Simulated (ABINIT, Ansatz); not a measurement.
# A GW run on CsGeBr3 (Pm-3m) in ABINIT, with inputs changed

A base run on CsGeBr3 (Pm-3m), then changed inputs.

Program: ABINIT 10.8.3. Level of theory: PBEsol and many-body steps on it, plane waves. Results are calculated unless marked as measured.

## 1. Set-up

The structure is cubic, space group Pm-3m (No. 221). Conventional cell: a = 5.533 Å, b = 5.533 Å, c = 5.533 Å, α = 90.00°, β = 90.00°, γ = 90.00°. Nearest to Cs lie 12 Br at 3.91 Å. Ge has 6 Br at 2.77 Å nearest. Nearest to Br lie 2 Ge at 2.77 Å and 4 Cs at 3.91 Å. Farther neighbours and most contacts between anions are not listed.

The cell and positions are those that the Materials Project relaxed with its own functionals (PBE, PBE+U or r2SCAN), kept fixed. Spin-orbit coupling is left out unless a step names it.

## 2. Screening, 2×2×2 mesh, 201 bands, screening to 141.5 eV

This step: ABINIT 10.8.3; RPA screening on PBEsol, plane waves, norm-conserving pseudopotentials.

The RPA dielectric matrix is built and inverted for each q.

run.abi

```
acell 3*1.0 Angstrom
rprim 
  5.533327140000 0.000000000000 0.000000000000
  0.000000000000 5.533327140000 0.000000000000
  0.000000000000 0.000000000000 5.533327140000
ntypat 3
znucl 55 32 35
natom 5
typat 1 2 3 3 3
xred 
  0.000000000000 0.000000000000 0.000000000000
  0.500000000000 0.500000000000 0.500000000000
  0.500000000000 0.500000000000 0.000000000000
  0.500000000000 0.000000000000 0.500000000000
  0.000000000000 0.500000000000 0.500000000000
pp_dirpath "pseudos"
pseudos "Cs.upf, Ge.upf, Br.upf"
ecut 56
ngkpt 2 2 2
nshiftk 1
shiftk 0 0 0
kptopt 1
chksymbreak 0
istwfk *1
occopt 1
irdwfk 1
optdriver 3
nband 201
ecuteps 5.2
inclvkb 2
awtr 1
symchi 1
indata_prefix "in"
outdata_prefix "out"
tmpdata_prefix "tmp"
```

Launch:

```bash
$ OMP_NUM_THREADS=1 mpirun -n 4 abinit run.abi > log
```

The program printed:

```text
.Version 10.8.3 of ABINIT. v10.8.2 released Aug 2026.

 Symmetries : space group Pm -3 m (#221); Bravais cP (primitive cubic)
[... echo of the input left out ...]
== DATASET  1 ==================================================================
-   mpi_nproc: 4, omp_nthreads: 1 (-1 if OMP is not activated)

--- !DatasetInfo
iteration_state: {dtset: 1, }
dimensions: {natom: 5, nkpt: 4, mband: 201, nsppol: 1, nspinor: 1, nspden: 1, mpw: 22983, }
cutoff_energies: {ecut:  56.0, pawecutdg:  -1.0, }
electrons: {nelect:   8.20000000E+01, charge:   0.00000000E+00, occopt:   1.00000000E+00, tsmear:   1.00000000E-02, }

 SCREENING: Calculation of the susceptibility and dielectric matrices

 Based on a program developped by R.W. Godby, V. Olevano, G. Onida, and L. Reining.
 Incorporated in ABINIT by V. Olevano, G.-M. Rignanese, and M. Torrent.
.Using double precision arithmetic ; gwpc =  8

[... cell and pseudopotentials left out ...]
--------------------------------------------------------------------------------

 ==== K-mesh for the wavefunctions ====
 Number of points in the irreducible wedge :     4
[... list of points left out ...]
 Together with 48 symmetry operations and time-reversal symmetry
 yields     8 points in the full Brillouin Zone.

 ==== Q-mesh for the screening function ====
 Number of points in the irreducible wedge :     4
[... list of points left out ...]
 Together with 48 symmetry operations and time-reversal symmetry
 yields     8 points in the full Brillouin Zone.

 setmesh: FFT mesh size selected  =    45x   45x   45
          total number of points  =        91125

 vcoul_init : cutoff-mode = AUXILIARY_FUNCTION
 q-points for optical limit:   1
     1)      0.000010    0.000020    0.000030

- screening: taking advantage of time-reversal symmetry
- Maximum band index for partially occupied states nbvw = 41
- Remaining bands to be divided among processors   nbcw = 160
- Number of bands treated by each node ~40

 Number of electrons calculated from density =   82.0000; Expected =   82.0000
 average of density, n =  0.071723
 r_s =    1.4931
 omega_plasma =   25.8336 [eV]

 calculating chi0 at frequencies [eV] :
  1    0.000000E+00    0.000000E+00
  2    0.000000E+00    2.583359E+01

--------------------------------------------------------------------------------
  q-point number  1        q = ( 0.000000, 0.000000, 0.000000) [r.l.u.]
--------------------------------------------------------------------------------
[... chi0 elements left out ...]
 For q-point:  0.000010 0.000020 0.000030
  dielectric constant = 137.0457
  dielectric constant without local fields = 177.9135

  Average fulfillment of the sum rule on Im[epsilon] for q-point    1 :     43.75  [%]
[... wings left out ...]
  q-point number  2        q = ( 0.500000, 0.000000, 0.000000) [r.l.u.]
--------------------------------------------------------------------------------
[... chi0 elements left out ...]
  Average fulfillment of the sum rule on Im[epsilon] for q-point    2 :     47.21  [%]

 [... 2 further q-points ...]
```

Elapsed: 3.5 min, on 4 MPI ranks of Arm Neoverse V1, shared host; peak memory 3.7 GiB.

This step gave:

| Property | Result |
| --- | --- |
| ε∞ with local fields, on this mesh, along the program's q direction | 137.0 |
| the same without local fields | 177.9 |
| plasma frequency | 25.83 eV |
| plane waves in the screening matrix | 619 |

Local fields lower ε∞ by 23 %. The value itself is an artefact of the mesh, where one narrow direct gap carries too much weight.

## 3. Base

The self-energy is evaluated for the states that the input lists, and the levels follow from it, in one-shot runs by the linearised quasiparticle equation.

This step: G0W0 on PBEsol, plane waves, norm-conserving pseudopotentials.

run.abi: that of step 2 with these lines changed.

```diff
@@ -26,8 +26,17 @@
 irdwfk 1
-optdriver 3
+optdriver 4
 nband 201
+gwcalctyp 0
+ecutsigx 56
+symsigma 1
+nkptgw 2
+kptgw 
+  0.5000000000 0.5000000000 0.5000000000
+  0.0000000000 0.0000000000 0.0000000000
+bdgw 
+  38 44
+  39 44
 ecuteps 5.2
-inclvkb 2
-awtr 1
-symchi 1
+irdscr 1
+ppmodel 1
 indata_prefix "in"
```

The program printed:

```text
.Version 10.8.3 of ABINIT. v10.8.2 released Aug 2026.

 Symmetries : space group Pm -3 m (#221); Bravais cP (primitive cubic)
[... echo of the input left out ...]
== DATASET  1 ==================================================================
-   mpi_nproc: 4, omp_nthreads: 1 (-1 if OMP is not activated)

--- !DatasetInfo
iteration_state: {dtset: 1, }
dimensions: {natom: 5, nkpt: 4, mband: 201, nsppol: 1, nspinor: 1, nspden: 1, mpw: 22983, }
cutoff_energies: {ecut:  56.0, pawecutdg:  -1.0, }
electrons: {nelect:   8.20000000E+01, charge:   0.00000000E+00, occopt:   1.00000000E+00, tsmear:   1.00000000E-02, }

 SIGMA: Calculation of the GW corrections

 Based on a program developped by R.W. Godby, V. Olevano, G. Onida, and L. Reining.
 Incorporated in ABINIT by V. Olevano, G.-M. Rignanese, and M. Torrent.
.Using double precision arithmetic ; gwpc =  8

[... cell and pseudopotentials left out ...]
--------------------------------------------------------------------------------

 ==== K-mesh for the wavefunctions ====
 Number of points in the irreducible wedge :     4
[... list of points left out ...]
 Together with 48 symmetry operations and time-reversal symmetry
 yields     8 points in the full Brillouin Zone.

 ==== Q-mesh for screening function ====
 Number of points in the irreducible wedge :     4
[... list of points left out ...]
 Together with 48 symmetry operations and time-reversal symmetry
 yields     8 points in the full Brillouin Zone.

 vcoul_init : cutoff-mode = AUXILIARY_FUNCTION
 q-points for optical limit:   1
     1)      0.000010    0.000020    0.000030
 setmesh: FFT mesh size selected  =    72x   72x   72
          total number of points  =       373248

 Number of electrons calculated from density =   82.0000; Expected =   82.0000
 average of density, n =  0.071723
 r_s =    1.4931
 omega_plasma =   25.8336 [eV]

 === KS Band Gaps ===
  >>>> For spin  1
   Minimum direct gap =   0.4958 [eV], located at k-point      :   0.5000  0.5000  0.5000
   Fundamental gap    =   0.4958 [eV], Top of valence bands at :   0.5000  0.5000  0.5000
                                       Bottom of conduction at :   0.5000  0.5000  0.5000
 SIGMA fundamental parameters:
 PLASMON POLE MODEL  1
 number of plane-waves for SigmaX                22983
 number of plane-waves for SigmaC and W            619
 number of plane-waves for wavefunctions         22983
 number of bands                                   201
 number of independent spin polarizations            1
 number of spinorial components                      1
 number of k-points in IBZ                           4
 number of q-points in IBZ                           4
 number of symmetry operations                      48
 number of k-points in BZ                            8
 number of q-points in BZ                            8
 number of frequencies for dSigma/dE                 9
 frequency step for dSigma/dE [eV]                0.25
 number of omega for Sigma on real axis              0
 max omega for Sigma on real axis  [eV]           0.00
 zcut for avoiding poles [eV]                     0.10

 EPSILON^-1 parameters (SCR file):
 dimension of the eps^-1 matrix on file            619
 dimension of the eps^-1 matrix used               619
 number of plane-waves for wavefunctions         22983
 number of bands                                   201
 number of q-points in IBZ                           4
 number of frequencies                               2
 number of real frequencies                          1
 number of imag frequencies                          1

 matrix elements of self-energy operator (all in [eV])

 Perturbative Calculation

--- !SelfEnergy_ee
iteration_state: {dtset: 1, }
kpoint     : [   0.500,    0.500,    0.500, ]
spin       : 1
KS_gap     :    0.496
QP_gap     :    1.840
Delta_QP_KS:    1.344
data: !SigmaeeData |
     Band     E0 <VxcDFT>   SigX SigC(E0)      Z dSigC/dE  Sig(E)    E-E0       E
       38   0.945 -14.884 -19.795   3.220   0.782  -0.279 -16.206  -1.322  -0.377
       39   0.945 -14.884 -19.795   3.220   0.782  -0.279 -16.206  -1.322  -0.377
       40   0.945 -14.884 -19.795   3.220   0.782  -0.279 -16.206  -1.322  -0.377
       41   2.829 -15.747 -18.547   1.882   0.787  -0.270 -16.469  -0.723   2.106
       42   3.325 -11.709  -7.354  -3.572   0.794  -0.260 -11.087   0.622   3.947
       43   3.325 -11.709  -7.354  -3.572   0.794  -0.260 -11.087   0.622   3.947
[...]
--- !SelfEnergy_ee
iteration_state: {dtset: 1, }
kpoint     : [   0.000,    0.000,    0.000, ]
spin       : 1
KS_gap     :    5.251
QP_gap     :    6.719
Delta_QP_KS:    1.468
data: !SigmaeeData |
     Band     E0 <VxcDFT>   SigX SigC(E0)      Z dSigC/dE  Sig(E)    E-E0       E
[...]
42   5.786  -7.559  -3.637  -3.656   0.833  -0.201  -7.338   0.221   6.007
       43   6.519  -7.189  -3.213  -3.575   0.833  -0.200  -6.855   0.334   6.853
       44   6.519  -7.189  -3.213  -3.575   0.833  -0.200  -6.855   0.334   6.853

== END DATASET(S) ==============================================================
================================================================================

 -outvars: echo values of variables after computation  --------
           etotal      0.0000000000E+00
            nband         201
             nkpt           4
          spgroup         221
 [... the other variables as echoed above ...]

 Calculation completed.
```

Wall time 60 s (4 MPI ranks); peak memory 3.1 GiB.

Numbers from this step:

| Property | Result |
| --- | --- |
| G0W0 gap on the points computed | 1.841 eV |
| starting gap on the mesh | 0.4958 eV |
| k of the valence top | 0.5, 0.5, 0.5 |
| k of the conduction bottom | 0.5, 0.5, 0.5 |
| Z at the valence top | 0.787 |
| Z at the conduction bottom | 0.794 |
| least direct G0W0 gap on the computed points | 1.841 eV |

The gap on the mesh goes from 0.50 eV to 1.84 eV, a correction of +1.35 eV.

## 4. Smaller part of the screening matrix

run.abi: that of step 3 with these lines changed.

```diff
@@ -38,3 +38,3 @@
   39 44
-ecuteps 5.2
+ecuteps 1.3
 irdscr 1
```

The program printed:

```text
.Version 10.8.3 of ABINIT. v10.8.2 released Aug 2026.

 Symmetries : space group Pm -3 m (#221); Bravais cP (primitive cubic)
[... echo of the input left out ...]
== DATASET  1 ==================================================================
-   mpi_nproc: 4, omp_nthreads: 1 (-1 if OMP is not activated)

--- !DatasetInfo
iteration_state: {dtset: 1, }
dimensions: {natom: 5, nkpt: 4, mband: 201, nsppol: 1, nspinor: 1, nspden: 1, mpw: 22983, }
cutoff_energies: {ecut:  56.0, pawecutdg:  -1.0, }
electrons: {nelect:   8.20000000E+01, charge:   0.00000000E+00, occopt:   1.00000000E+00, tsmear:   1.00000000E-02, }

 SIGMA: Calculation of the GW corrections

 Based on a program developped by R.W. Godby, V. Olevano, G. Onida, and L. Reining.
 Incorporated in ABINIT by V. Olevano, G.-M. Rignanese, and M. Torrent.
.Using double precision arithmetic ; gwpc =  8

[... cell and pseudopotentials left out ...]
--------------------------------------------------------------------------------

 ==== K-mesh for the wavefunctions ====
 Number of points in the irreducible wedge :     4
[... list of points left out ...]
 Together with 48 symmetry operations and time-reversal symmetry
 yields     8 points in the full Brillouin Zone.

 ==== Q-mesh for screening function ====
 Number of points in the irreducible wedge :     4
[... list of points left out ...]
 Together with 48 symmetry operations and time-reversal symmetry
 yields     8 points in the full Brillouin Zone.

 vcoul_init : cutoff-mode = AUXILIARY_FUNCTION
 q-points for optical limit:   1
     1)      0.000010    0.000020    0.000030
 setmesh: FFT mesh size selected  =    72x   72x   72
          total number of points  =       373248

 Number of electrons calculated from density =   82.0000; Expected =   82.0000
[...]
number of omega for Sigma on real axis              0
 max omega for Sigma on real axis  [eV]           0.00
 zcut for avoiding poles [eV]                     0.10

 EPSILON^-1 parameters (SCR file):
 dimension of the eps^-1 matrix on file            619
 dimension of the eps^-1 matrix used                81
 number of plane-waves for wavefunctions         22983
 number of bands                                   201
 number of q-points in IBZ                           4
 number of frequencies                               2
 number of real frequencies                          1
 number of imag frequencies                          1

 matrix elements of self-energy operator (all in [eV])

 Perturbative Calculation

--- !SelfEnergy_ee
iteration_state: {dtset: 1, }
kpoint     : [   0.500,    0.500,    0.500, ]
spin       : 1
KS_gap     :    0.496
QP_gap     :    1.757
Delta_QP_KS:    1.261
data: !SigmaeeData |
     Band     E0 <VxcDFT>   SigX SigC(E0)      Z dSigC/dE  Sig(E)    E-E0       E
       38   0.945 -14.884 -19.795   3.201   0.795  -0.258 -16.243  -1.359  -0.413
       39   0.945 -14.884 -19.795   3.201   0.795  -0.258 -16.243  -1.359  -0.413
       40   0.945 -14.884 -19.795   3.201   0.795  -0.258 -16.243  -1.359  -0.413
[...]
--- !SelfEnergy_ee
iteration_state: {dtset: 1, }
kpoint     : [   0.000,    0.000,    0.000, ]
spin       : 1
KS_gap     :    5.251
QP_gap     :    6.653
Delta_QP_KS:    1.402
data: !SigmaeeData |
     Band     E0 <VxcDFT>   SigX SigC(E0)      Z dSigC/dE  Sig(E)    E-E0       E
[...]
43   6.519  -7.189  -3.213  -3.622   0.835  -0.198  -6.894   0.295   6.814
       44   6.519  -7.189  -3.213  -3.622   0.835  -0.198  -6.894   0.295   6.814

== END DATASET(S) ==============================================================
================================================================================

 -outvars: echo values of variables after computation  --------
           etotal      0.0000000000E+00
            nband         201
             nkpt           4
          spgroup         221
 [... the other variables as echoed above ...]

 Calculation completed.
```

The job ended after 15 s (4 MPI ranks; peak memory 2.8 GiB; 58 s of CPU time).

This step gave:

* G0W0 gap on the points computed: 1.757 eV
* starting gap on the mesh: 0.4958 eV
* k of the valence top: 0.5, 0.5, 0.5
* k of the conduction bottom: 0.5, 0.5, 0.5
* Z at the valence top: 0.801
* Z at the conduction bottom: 0.801
* least direct G0W0 gap on the computed points: 1.757 eV

[end of part 1 of 2]

[Paths, hosts, dates, memory and timing lines, banners, echoed tables and standing remarks are left out of the program output.]

[Logs are printed without paths, hosts, clocks, repeated set-up lines and the standing remarks that a program may print on its own settings, such as how far it seeks lower states.]

[Runs of the session that timed out or met a known fault of the program may be left out.]

[Hosts, paths, dates, database ids (printed as entryN), source tags and the programs' standing remarks are cut or masked in the printed files.]

[G0W0 gaps are taken among the corrected bands and points alone; a level outside them can change the order at an edge.]

[Where Ansatz stands beside ABINIT at settings called matched, ABINIT's density can come from a denser mesh and the files from another edition; pairs whose starting gaps differed by over 0.03 eV were left out, so agreement reads better than it is.]
